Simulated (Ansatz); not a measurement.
# NbRu (Pm-3m): Grüneisen parameters, part 2 of 2

Does NbRu (Pm-3m) expand much on heating, by its phonons?

Ansatz 0.2.0; DFT PBEsol, scalar-relativistic, plane waves, PAW; PAW set soft_1.

So far, highest frequency on the path or at a solved wavevector (cm⁻¹): step 2 (response at finite wavevector) 217; step 4 (phonons at the other volume, volume ratio 0.97) 235.

## 6. Phonons at the other volume, volume ratio 1.03

The phonons are repeated at this volume on the same k and q meshes.

Input file input.yaml:

```yaml
crystal:
  lattice:
    - [3.1702633646, 0.0, 0.0]
    - [0.0, 3.1702633646, 0.0]
    - [0.0, 0.0, 3.1702633646]
  atoms:
    - { symbol: Nb, position: [0.0, 0.0, 0.0] }
    - { symbol: Ru, position: [0.5, 0.5, 0.5] }
kpoints:
  mp_grid: { grid: [16, 16, 16] }
hamiltonian:
  xc: pbesol
  pseudopotentials: { kind: paw, azcp: { folder: soft_1 }, xc_functional: pbe }
scf:
  occupations: { method: methfessel_paxton, width: 0.2 }
output:
  eigenvalues: true
phonons:
  method: dfpt
  qmesh: [4, 4, 4]
  temperatures: { t_max: 1000, t_step: 50 }
  qpath:
    path:
      - [[0.0, 0.0, 0.0], [0.0, 0.5, 0.0], [0.5, 0.5, 0.0], [0.0, 0.0, 0.0], [0.5, 0.5, 0.5], [0.0, 0.5, 0.0]]
      - [[0.5, 0.5, 0.5], [0.5, 0.5, 0.0]]
    npoints: 10
```

Started as:

```sh
ansatz run input.yaml --threads 4 --pin off --max-ram 10240MiB --backend cpu --events-out ev --progress --plain --runs-dir out
```

Numbers of over 12 decimals in the logs are rounded to 6 here.

Output:

```text
[...]
Crystal: 2 atoms, lattice volume = 31.863 Å³
Basis set: ecut = 420 eV, 619 PW (Γ), exchange–correlation on 48×48×48 points (8 copies of the dense FFT grid, shifted against one another)
Bands: 19, of which v1, the nominal top of the filled ones, is band 15 counted from 1 (14 counted from 0)
Symmetry: 48 space group operations
k-points: 165 of 4096
[...]
k-point 164: bands = [... 11 lower, 17.6981, 17.6981, 17.6981, 20.4237, 20.4237, 24.0022, 24.0022, 27.6274]
[...]
ASR residual: 5.570e-5 → 0.000e0 eV/Å²; symmetrization residual: 2.223e-5 eV/Å²
  ASR residual per site (eV/Å²): 3.45e-6 5.57e-5
  Γ frequencies (cm⁻¹): 0.00 0.00 0.00 110.50 110.50 110.50
--- Phonons (arbitrary-q DFPT): 10 irreducible q on the 4×4×4 mesh ---
[...]
interpolated dispersion: 62 rows × 6 modes
[...]
[key lines of the parts left out:]
SCF converged after 9 iterations
Free energy (F): -10312.299428 eV
Fermi energy:    20.609655 eV
```

The job ended after 6.3 min (4 threads of AMD EPYC 9R14 (Zen 4), shared host; peak memory 3.4 GiB; 24 min of CPU time).

Numbers from this step:

| Quantity | Value |
| --- | --- |
| sum-rule residual before enforcement | 5.57e-5 eV/Å² |
| lowest frequency on the path | -164.7 cm⁻¹ |
| highest frequency on the path or at a solved wavevector | 200.8 cm⁻¹ |
| highest optical mode at the zone centre (no LO-TO term) | 110.5 cm⁻¹ |
| lowest optical zone-centre mode | 110.5 cm⁻¹ |
| lowest mode on the q mesh (acoustic modes at Γ apart) | -164.7 cm⁻¹ |

Frequencies (cm⁻¹) solved at each irreducible wavevector; negative means imaginary. Frequencies by wavevector, by row:

```tsv
q in reciprocal lattice units	star	mode 1	mode 2	mode 3	mode 4	mode 5	mode 6
0 0 0	1	0	0	0	110.5	110.5	110.5
0 0 0.25	6	48.8	48.8	53.7	123	123	132.8
0 0 -0.5	3	-71	-71	73.2	124.3	124.3	148.4
0 0.25 0.25	12	-123.9	-77.9	39.8	106.2	156.8	168.7
0 0.25 -0.5	12	-136.1	-109	-58.2	123.4	183.8	196.4
0 -0.5 -0.5	3	-127.3	-127.3	-77.4	114.5	198.1	198.1
0.25 0.25 0.25	8	-164.7	-81	-81	158.9	158.9	163.5
0.25 0.25 -0.5	12	-122.6	-89.9	-49.9	149.7	162.2	181.7
0.25 -0.5 -0.5	6	-68.3	-68.3	-50.4	137.8	178.4	178.4
-0.5 -0.5 -0.5	1	84.5	84.5	84.5	141.1	141.1	141.1
```

The highest optical mode at the zone centre (no LO-TO term) is 110.5 cm⁻¹, -18.3 cm⁻¹ against the base run.

## 7. Grüneisen parameters

The Grüneisen parameter of a mode is minus the logarithmic change of its frequency with volume, −d ln ω / d ln V; weighted by heat capacity it gives the expansion.

This step gave:

- bulk modulus: 254.7 GPa

Phonon branches along the path, in cm⁻¹:

```tsv
point	branch 1	branch 2	branch 3	branch 4	branch 5	branch 6
Γ	0	0	0	129	129	129
halfway	56	56	73	136	136	145
X	-56	-56	95	132	132	161
halfway	-137	-109	-36	132	200	212
M	-128	-128	-60	125	216	216
halfway	-121	-77	58	118	168	187
Γ	0	0	0	129	129	129
halfway	-164	-76	-76	174	174	178
R	104	104	104	153	153	153
halfway	-121	-89	15	160	181	197
X	-56	-56	95	132	132	161
jump to R	104	104	104	153	153	153
halfway	-60	-60	20	149	194	194
M	-128	-128	-60	125	216	216
```

The same for volume x 0.97:

```tsv
point	branch 1	branch 2	branch 3	branch 4	branch 5	branch 6
Γ	0	0	0	147	147	147
X	-32	-32	115	140	140	173
M	-129	-129	-28	136	235	235
Γ	0	0	0	147	147	147
R	121	121	121	165	165	165
X	-32	-32	115	140	140	173
R	121	121	121	165	165	165
M	-129	-129	-28	136	235	235
```

The same for volume x 1.03:

```tsv
point	branch 1	branch 2	branch 3	branch 4	branch 5	branch 6
Γ	0	0	0	110	110	110
X	-71	-71	73	124	124	148
M	-127	-127	-77	115	198	198
Γ	0	0	0	110	110	110
R	84	84	84	141	141	141
X	-71	-71	73	124	124	148
R	84	84	84	141	141	141
M	-127	-127	-77	115	198	198
```

The first set of phonon branches as a text plot (rows in cm⁻¹):

```
    227 |
    210 |          ********                                   ***
    193 |         **       ***                     *****    **
    177 |         *           *        ******    ********  *
    160 |     ****           * *     ***   ***********  *****
    143 |   **   *            * *  ****               **     **
    127 |***  *************** ******                    **     **
    110 |                    *  *   *         **
     94 |      **                            *  **       **
     77 |   ***  *                          **   **        *
     60 |  **                ****   *              *    *  **
     44 | ** *             **  *** *       *     *
     27 |**   *                  * **             *          *
     10 |*                      **                  *       *
     -6 |                         *
    -23 |                 *    *
    -40 |         ****   *           **     *        *
    -56 |      ***    ***     *          **       **  ****   ****
    -73 |        **          **        **              **
    -90 |          *       **                       * *
   -106 |                 *          **    *       * * *      *
   -123 |         ********   *                      ***        **
   -140 |           *** *****            **
   -156 |                              **
         Γ      X      M          Γ            R        X|R     M
```

## 8. What came out

```json
{"bulk modulus": "255 GPa"}
```

**Reading.** No expansion is given, because modes are imaginary at one volume or more. The highest optical mode at Γ goes from 147 to 110 cm⁻¹ as the cell grows, a Grüneisen parameter of 4.71. Branches are matched by rank, so values near crossings are rough. With no gap, or one that is small against the smearing, the frequencies hang on the k mesh and the smearing, most of all near Kohn anomalies. The phonon runs are without spin polarisation, although the cell has an odd electron count. The PAW files were made for PBE and serve the other functionals too. A phonon run warned that its eigensolver left some bands unconverged in a pass.

[Logs are printed without paths, hosts, clocks, repeated set-up lines and the standing remarks that a program may print on its own settings, such as how far it seeks lower states.]

[Hosts, paths, dates, database ids (printed as entryN), source tags and the programs' standing remarks are cut or masked in the printed files.]
